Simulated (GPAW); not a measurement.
The N K edge of atom 2 in TaN (Fm-3m), with 6 Ta at 2.18 Å (octahedral, site symmetry m-3m), was computed in 2 ways: excited-electron core hole (neutral cell) and no core hole. Program and functional: GPAW, LDA, without spin-orbit coupling, Gaussian full width 0.9 eV up to 4 eV, rising linearly to 3.5 eV at 25 eV; cells of 2 and 26 atoms (the run without a hole in the smaller).

Each run is counted from its own lowest empty level or Fermi level and scaled to a mean of 1 over its first 20 eV.

```csv
E (eV),run 1,run 2
-2.0,0.00,0.00
-1.4,0.00,0.00
-0.8,0.03,0.02
-0.2,0.43,0.26
0.4,1.23,0.72
1.0,1.89,1.10
1.6,2.05,1.43
2.2,1.71,1.64
2.8,1.29,1.26
3.4,1.09,1.00
4.0,1.35,0.96
4.6,1.70,1.20
5.2,1.59,1.32
5.8,1.59,1.33
6.4,1.85,1.39
7.0,2.03,1.68
7.6,1.85,1.99
8.2,1.38,1.97
8.8,1.03,1.60
9.4,1.13,1.40
10.0,1.30,1.62
10.6,1.11,1.68
11.2,0.75,1.35
11.8,0.51,0.92
12.4,0.42,0.67
13.0,0.41,0.57
13.6,0.42,0.53
14.2,0.46,0.54
14.8,0.52,0.59
15.4,0.55,0.63
16.0,0.50,0.60
16.6,0.37,0.47
17.2,0.23,0.30
17.8,0.15,0.18
18.4,0.14,0.14
19.0,0.20,0.17
19.6,0.28,0.23
20.2,0.35,0.28
20.8,0.40,0.32
21.4,0.43,0.33
22.0,0.46,0.33
22.6,0.52,0.36
23.2,0.62,0.41
23.8,0.72,0.47
24.4,0.83,0.54
25.0,0.92,0.60
25.6,1.03,0.66
26.2,1.17,0.76
26.8,1.34,0.92
27.4,1.48,1.11
28.0,1.55,1.30
28.6,1.49,1.43
29.2,1.32,1.45
29.8,1.08,1.34
30.4,0.82,1.14
31.0,0.60,0.89
31.6,0.44,0.66
```

**Question.** Which run is which?

Run 1: excited-electron core hole (neutral cell) (area from −2 to 6 eV 9.4, main maxima 1.4 eV (2.07), 4.7 eV (1.71), 7.0 eV (2.03) and 10.0 eV (1.30)). Run 2: no core hole (area from −2 to 6 eV 7.2, main maxima 2.0 eV (1.67), 5.5 eV (1.35), 7.9 eV (2.04) and 10.4 eV (1.71)). With each curve scaled to its own mean, the area from −2 to 6 eV with the hole is 9.4 against 7.2, and the centre of weight from −1 to 20 eV moves by -1.0 eV: the hole pulls the absorber's empty states down.

[Banner, clock and machine lines of the logs are left out without a mark of their own.]

[Logs are printed without paths, hosts, clocks, repeated set-up lines and the standing remarks that a program may print on its own settings, such as how far it seeks lower states.]

[Hosts, paths, dates, database ids (printed as entryN), source tags and the programs' standing remarks are cut or masked in the printed files.]

[Lists of maxima count a maximum above −3 eV only where it reaches 4 % of the highest in the window and stands out from its surroundings by 2 % of it (1.5 % where it reaches 55 %); shoulders and weaker maxima are passed over, and of the rest the first, up to two pre-edge ones and the few strongest are named.]
